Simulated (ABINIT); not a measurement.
**TiO2 (Rutile): G0W0 with ABINIT, start to end**

Wanted: ground state, empty states, screening and self-energy for TiO2 (Rutile).

Main program and level: ABINIT 10.8.3; PBE and many-body steps on it, plane waves.

**The experiments to reproduce.**

- Gap 3.03 eV: direct gap, E perpendicular to c; optical experiment; 1.6 K; bulk crystal (literature value) (quoted in “Shallow Valence Band of Rutile GeO2 and P-type Doping”, 2020, arxiv:2011.08928).

- Gap 3.09 ± 0.06 eV: optical gap from Tauc plot assuming indirect allowed transition; UV/vis diffuse reflectance, Kubelka-Munk and Tauc analysis; film (30 nm ALD shell on quartz particles, grown at 200 C, annealed in air at 500 C; rutile-rich with some anatase) on SiO2 (quartz particles) (“Defect-Mediated Crystallization of the Particulate TiO2 Photocatalyst Grown by Atomic Layer Deposition”, 2024, pmc:11726664).

- Gap 3.28 eV: optical bandgap after anatase to rutile transformation; spectroscopic ellipsometry; film (polycrystalline sol-gel film on Si(100), annealed at high temperature below 800 °C) (“Photocatalytic Performance of Sol-Gel Prepared TiO2 Thin Films Annealed at Various Temperatures”, 2023, pmc:10419699).

- Gap 3.05 eV: band gap; bulk crystal (literature experimental value) (quoted in “Hydrogen related defects in titanium dioxide at the interface to palladium”, 2021, arxiv:2112.05953).

**1. The starting structure**

Symmetry: P4_2/mnm, No. 136, tetragonal system. The conventional cell has a = 4.592 Å, b = 4.592 Å, c = 2.957 Å, α = 90.00°, β = 90.00°, γ = 90.00°. Nearest to Ti lie 6 O at 1.95 to 1.98 Å. Nearest to O lie 3 Ti at 1.95 to 1.98 Å. Farther neighbours and most contacts between anions are not listed.

The cell and positions come from the Crystallography Open Database and are kept as given unless a step says otherwise.

**2. Ground state**

This step: ABINIT 10.8.3; DFT, PBE, plane waves, norm-conserving pseudopotentials.

The ground-state density comes first.

File run.abi:

```
acell 3*1.0 Angstrom
rprim 
  4.592200000000 0.000000000000 0.000000000000
  0.000000000000 4.592200000000 0.000000000000
  0.000000000000 0.000000000000 2.957400000000
ntypat 2
znucl 22 8
natom 6
typat 1 1 2 2 2 2
xred 
  0.000000000000 0.000000000000 0.000000000000
  0.500000000000 0.500000000000 0.500000000000
  0.304960000000 0.304960000000 0.000000000000
  0.195040000000 0.804960000000 0.500000000000
  0.695040000000 0.695040000000 0.000000000000
  0.804960000000 0.195040000000 0.500000000000
pp_dirpath "pseudos"
pseudos "Ti.upf, O.upf"
ecut 38
ngkpt 4 4 8
nshiftk 1
shiftk 0 0 0
kptopt 1
chksymbreak 0
nband 31
occopt 1
tolvrs 1e-10
nstep 60
prtwf 0
indata_prefix "in"
outdata_prefix "out"
tmpdata_prefix "tmp"
```

Run with:

```
OMP_NUM_THREADS=1 mpirun -n 8 abinit run.abi > log
```

Numbers of over 12 decimals in the logs are rounded to 6 here.

Log:

```text
.Version 10.8.3 of ABINIT. v10.8.2 released Aug 2026.

 Symmetries : space group P4_2/m n m (#136); Bravais tP (primitive tetrag.)
================================================================================
 Values of the parameters that define the memory need of the present run
     intxc =       0    ionmov =       0      iscf =       7    lmnmax =       6
     lnmax =       6     mgfft =      50  mpssoang =       3    mqgrid =    3001
     natom =       6  nloc_mem =       1    nspden =       1   nspinor =       1
    nsppol =       1      nsym =      16    n1xccc =    2501    ntypat =       2
    occopt =       1   xclevel =       2
-    mband =          31        mffmem =           1         mkmem =           4
       mpw =        4726          nfft =       80000          nkpt =          30
================================================================================
  Rough estimation (10% accuracy) of disk space for files :
================================================================================

--------------------------------------------------------------------------------
------------- Echo of variables that govern the present computation ------------
--------------------------------------------------------------------------------
 -outvars: echo values of preprocessed input variables --------
            acell      1.8897261259E+00  1.8897261259E+00  1.8897261259E+00 Bohr

      chksymbreak           0
             ecut      3.80000000E+01 Hartree
-          fftalg         312

              ixc     -101130
              kpt      0.00000000E+00  0.00000000E+00  0.00000000E+00
                       2.50000000E-01  0.00000000E+00  0.00000000E+00
                       5.00000000E-01  0.00000000E+00  0.00000000E+00
                       2.50000000E-01  2.50000000E-01  0.00000000E+00
                       5.00000000E-01  2.50000000E-01  0.00000000E+00
                       5.00000000E-01  5.00000000E-01  0.00000000E+00
                       0.00000000E+00  0.00000000E+00  1.25000000E-01
                       2.50000000E-01  0.00000000E+00  1.25000000E-01
                       5.00000000E-01  0.00000000E+00  1.25000000E-01
   [... 19 further rows ...]
                       5.00000000E-01  2.50000000E-01  5.00000000E-01
                       5.00000000E-01  5.00000000E-01  5.00000000E-01
         kptrlatt        4    0    0      0    4    0      0    0    8
          kptrlen      3.47120013E+01
P           mkmem           4
            natom           6
            nband          31
            ngfft          50      50      32
             nkpt          30
            nstep          60
             nsym          16
           ntypat           2
              occ      2.000000  2.000000  2.000000  2.000000  2.000000  2.000000
                       2.000000  2.000000  2.000000  2.000000  2.000000  2.000000
                       2.000000  2.000000  2.000000  2.000000  2.000000  2.000000
                       2.000000  2.000000  2.000000  2.000000  2.000000  2.000000
                       0.000000  0.000000  0.000000  0.000000  0.000000  0.000000
                       0.000000
            prtwf           0
            rprim      4.5922000000E+00  0.0000000000E+00  0.0000000000E+00
[...]
spgroup         136

           tolvrs      1.00000000E-10

             xred      0.0000000000E+00  0.0000000000E+00  0.0000000000E+00
[...]
znucl       22.00000    8.00000

================================================================================

 chkinp: Checking input parameters for consistency.

================================================================================
== DATASET  1 ==================================================================
-   mpi_nproc: 8, omp_nthreads: 1 (-1 if OMP is not activated)

--- !DatasetInfo
iteration_state: {dtset: 1, }
dimensions: {natom: 6, nkpt: 30, mband: 31, nsppol: 1, nspinor: 1, nspden: 1, mpw: 4726, }
cutoff_energies: {ecut:  38.0, pawecutdg:  -1.0, }
electrons: {nelect:   4.80000000E+01, charge:   0.00000000E+00, occopt:   1.00000000E+00, tsmear:   1.00000000E-02, }

 Real(R)+Recip(G) space primitive vectors, cartesian coordinates (Bohr,Bohr^-1):
 R(1)=  8.6780003  0.0000000  0.0000000  G(1)=  0.1152339  0.0000000  0.0000000
 R(2)=  0.0000000  8.6780003  0.0000000  G(2)=  0.0000000  0.1152339  0.0000000
 R(3)=  0.0000000  0.0000000  5.5886760  G(3)=  0.0000000  0.0000000  0.1789333
 Unit cell volume ucvol=  4.2087028E+02 bohr^3
 Angles (23,13,12)=  9.00000000E+01  9.00000000E+01  9.00000000E+01 degrees

 getcut: wavevector=  0.0000  0.0000  0.0000  ngfft=  50  50  32
         ecut(hartree)=     38.000   => boxcut(ratio)=   2.06340

--- Pseudopotential description ------------------------------------------------
- Ti Generated using ONCVPSP code by D. R. Hamann
- 22.00000  12.00000  171031                  znucl, zion, pspdat
12 -101130 2 -1 1586                          pspcod,pspxc,lmax,lloc,mmax
     nproj     2     2     2
  pspatm : epsatm=   14.68144553
         --- l  ekb(1:nproj) -->
[...]
pspatm: atomic psp has been read  and splines computed

- O Generated using ONCVPSP code by D. R. Hamann
-  8.00000   6.00000  171031                  znucl, zion, pspdat
[...]
ETOT 12  -185.20999351226    -6.887E-10 4.657E-04 1.733E-08
 ETOT 13  -185.20999351228    -2.390E-11 8.106E-04 1.246E-08
 ETOT 14  -185.20999351229    -4.320E-12 4.243E-04 1.891E-10
 ETOT 15  -185.20999351229    -3.041E-12 8.204E-04 1.068E-10
 ETOT 16  -185.20999351229     5.741E-12 4.645E-04 6.879E-12

 At SCF step   16       vres2   =  6.88E-12 < tolvrs=  1.00E-10 =>converged.

 Cartesian components of stress tensor (hartree/bohr^3)
  sigma(1 1)= -1.53689884E-04  sigma(3 2)=  0.00000000E+00
  sigma(2 2)= -1.53689884E-04  sigma(3 1)=  0.00000000E+00
  sigma(3 3)= -1.27535566E-04  sigma(2 1)=  0.00000000E+00

--- !ResultsGS
iteration_state: {dtset: 1, }
comment   : Summary of ground state results
lattice_vectors:
- [  8.6780003,   0.0000000,   0.0000000, ]
- [  0.0000000,   8.6780003,   0.0000000, ]
- [  0.0000000,   0.0000000,   5.5886760, ]
lattice_lengths: [   8.67800,    8.67800,    5.58868, ]
lattice_angles: [ 90.000,  90.000,  90.000, ] # degrees, (23, 13, 12)
lattice_volume:   4.2087028E+02
convergence: {deltae:  5.741E-12, res2:  6.879E-12, residm:  4.645E-04, diffor: null, }
etotal    :  -1.85209994E+02
entropy   :   0.00000000E+00
fermie    :   2.07992628E-01
cartesian_stress_tensor: # hartree/bohr^3
- [ -1.53689884E-04,   0.00000000E+00,   0.00000000E+00, ]
- [  0.00000000E+00,  -1.53689884E-04,   0.00000000E+00, ]
- [  0.00000000E+00,   0.00000000E+00,  -1.27535566E-04, ]
pressure_GPa:   4.2652E+00
xred      :
- [  0.0000E+00,   0.0000E+00,   0.0000E+00, Ti]
- [  5.0000E-01,   5.0000E-01,   5.0000E-01, Ti]
- [  3.0496E-01,   3.0496E-01,   0.0000E+00,  O]
- [  1.9504E-01,   8.0496E-01,   5.0000E-01,  O]
- [  6.9504E-01,   6.9504E-01,   0.0000E+00,  O]
- [  8.0496E-01,   1.9504E-01,   5.0000E-01,  O]
cartesian_forces: # hartree/bohr
- [ -0.00000000E+00,  -0.00000000E+00,  -0.00000000E+00, ]
- [ -0.00000000E+00,  -0.00000000E+00,  -0.00000000E+00, ]
- [ -1.19859205E-03,  -1.19859205E-03,  -0.00000000E+00, ]
- [  1.19859205E-03,  -1.19859205E-03,  -0.00000000E+00, ]
- [  1.19859205E-03,   1.19859205E-03,  -0.00000000E+00, ]
- [ -1.19859205E-03,   1.19859205E-03,  -0.00000000E+00, ]
force_length_stats: {min:   0.00000000E+00, max:   1.69506513E-03, mean:   1.13004342E-03, }

 Integrated electronic density in atomic spheres:
 ------------------------------------------------
 Atom  Sphere_radius  Integrated_density
[...]
================================================================================

 ----iterations are completed or convergence reached----

 Mean square residual over all n,k,spin=   13.560E-07; max=  46.447E-05
 reduced coordinates (array xred) for    6 atoms
[...]
0.500000000000      0.500000000000      0.500000000000
       0.304960000000      0.304960000000      0.000000000000
       0.195040000000      0.804960000000      0.500000000000
       0.695040000000      0.695040000000      0.000000000000
       0.804960000000      0.195040000000      0.500000000000
 rms dE/dt=  6.9343E-03; max dE/dt=  1.0401E-02; dE/dt below (all hartree)
    1       0.000000000000      0.000000000000      0.000000000000
    2       0.000000000000      0.000000000000      0.000000000000
    3       0.010401382186      0.010401382186      0.000000000000
    4      -0.010401382186      0.010401382186      0.000000000000
    5      -0.010401382186     -0.010401382186      0.000000000000
    6       0.010401382186     -0.010401382186      0.000000000000

 cartesian coordinates (angstrom) at end:
    1      0.000000     0.000000     0.000000
    2      2.296100     2.296100     1.478700
    3      1.400437     1.400437     0.000000
    4      0.895663     3.696537     1.478700
[...]
cartesian forces (hartree/bohr) at end:
[...]
frms,max,avg= 7.9906137E-04 1.1985920E-03   0.000E+00  0.000E+00  0.000E+00 h/b

 cartesian forces (eV/Angstrom) at end:
[...]
2     -0.000000    -0.000000    -0.000000
    3     -0.061634    -0.061634    -0.000000
    4      0.061634    -0.061634    -0.000000
    5      0.061634     0.061634    -0.000000
    6     -0.061634     0.061634    -0.000000
 frms,max,avg= 4.1089388E-02 6.1634081E-02   0.000E+00  0.000E+00  0.000E+00 e/A
 length scales=  1.889726125908  1.889726125908  1.889726125908 bohr
              =  1.000000000000  1.000000000000  1.000000000000 angstroms
 prteigrs : about to open file out_EIG
 Fermi (or HOMO) energy (hartree) =   0.20799   Average Vxc (hartree)=  -0.42239
 Eigenvalues (hartree) for nkpt=  30  k points:
 kpt#   1, nband= 31, wtk=  0.00781, kpt=  0.0000  0.0000  0.0000 (reduced coord)
  -1.88167   -1.88104   -1.01196   -1.01196   -1.00585   -1.00585   -1.00431   -1.00306
  -0.45917   -0.41623   -0.38859   -0.38859   -0.00405    0.01113    0.02781    0.06715
   0.06715    0.11434    0.11434    0.13502    0.18181    0.19139    0.19139    0.20799
   0.27843    0.28955    0.29815    0.30160    0.30160    0.37163    0.37784
 prteigrs : prtvol=0 or 1, do not print more k-points.

--- !EnergyTerms
iteration_state     : {dtset: 1, }
comment             : Components of total free energy in Hartree
kinetic             :  9.00957221993542E+01
hartree             :  4.27092651041187E+01
xc                  : -3.41695358225664E+01
Ewald energy        : -1.32190796511257E+02
psp_core            :  6.17517158894087E+00
local_psp           : -1.49407088145961E+02
non_local_psp       : -8.42273192491491E+00
total_energy        : -1.85209993512286E+02
total_energy_eV     : -5.03982067007844E+03
band_energy         : -2.04926177773450E+01

 Cartesian components of stress tensor (hartree/bohr^3)
  sigma(1 1)= -1.53689884E-04  sigma(3 2)=  0.00000000E+00
  sigma(2 2)= -1.53689884E-04  sigma(3 1)=  0.00000000E+00
  sigma(3 3)= -1.27535566E-04  sigma(2 1)=  0.00000000E+00

-Cartesian components of stress tensor (GPa)         [Pressure=  4.2652E+00 GPa]
- sigma(1 1)= -4.52171250E+00  sigma(3 2)=  0.00000000E+00
- sigma(2 2)= -4.52171250E+00  sigma(3 1)=  0.00000000E+00
- sigma(3 3)= -3.75222591E+00  sigma(2 1)=  0.00000000E+00

== END DATASET(S) ==============================================================
================================================================================

 -outvars: echo values of variables after computation  --------
           etotal     -1.8520999351E+02
            nband          31
             nkpt          30
          spgroup         136
 [... the other variables as echoed above ...]

 Calculation completed.
```

The job ended after 33 s (8 MPI ranks of Arm Neoverse V2, shared host; peak memory 0.64 GiB).

This step gave:

```
total energy               : -5039.8207 eV
gap                        : 1.917 eV
k of the valence top       : 0, 0, 0
k of the conduction bottom : 0, 0, 0
least direct gap           : 1.917 eV
pressure                   : 4.265 GPa
```

The gap is direct, at Γ.

The cutoff was set for levels, not for stress, so the pressure can be off by some GPa.

(Continued in part 2 of 3.)

[Paths, hosts, dates, memory and timing lines, banners, echoed tables and standing remarks are left out of the program output.]

[Logs are printed without paths, hosts, clocks, repeated set-up lines and the standing remarks that a program may print on its own settings, such as how far it seeks lower states.]

[Runs of the session that timed out or met a known fault of the program may be left out.]

[Hosts, paths, dates, database ids (printed as entryN), source tags and the programs' standing remarks are cut or masked in the printed files.]

[G0W0 gaps are taken among the corrected bands and points alone; a level outside them can change the order at an edge.]

[Where Ansatz stands beside ABINIT at settings called matched, ABINIT's density can come from a denser mesh and the files from another edition; pairs whose starting gaps differed by over 0.03 eV were left out, so agreement reads better than it is.]
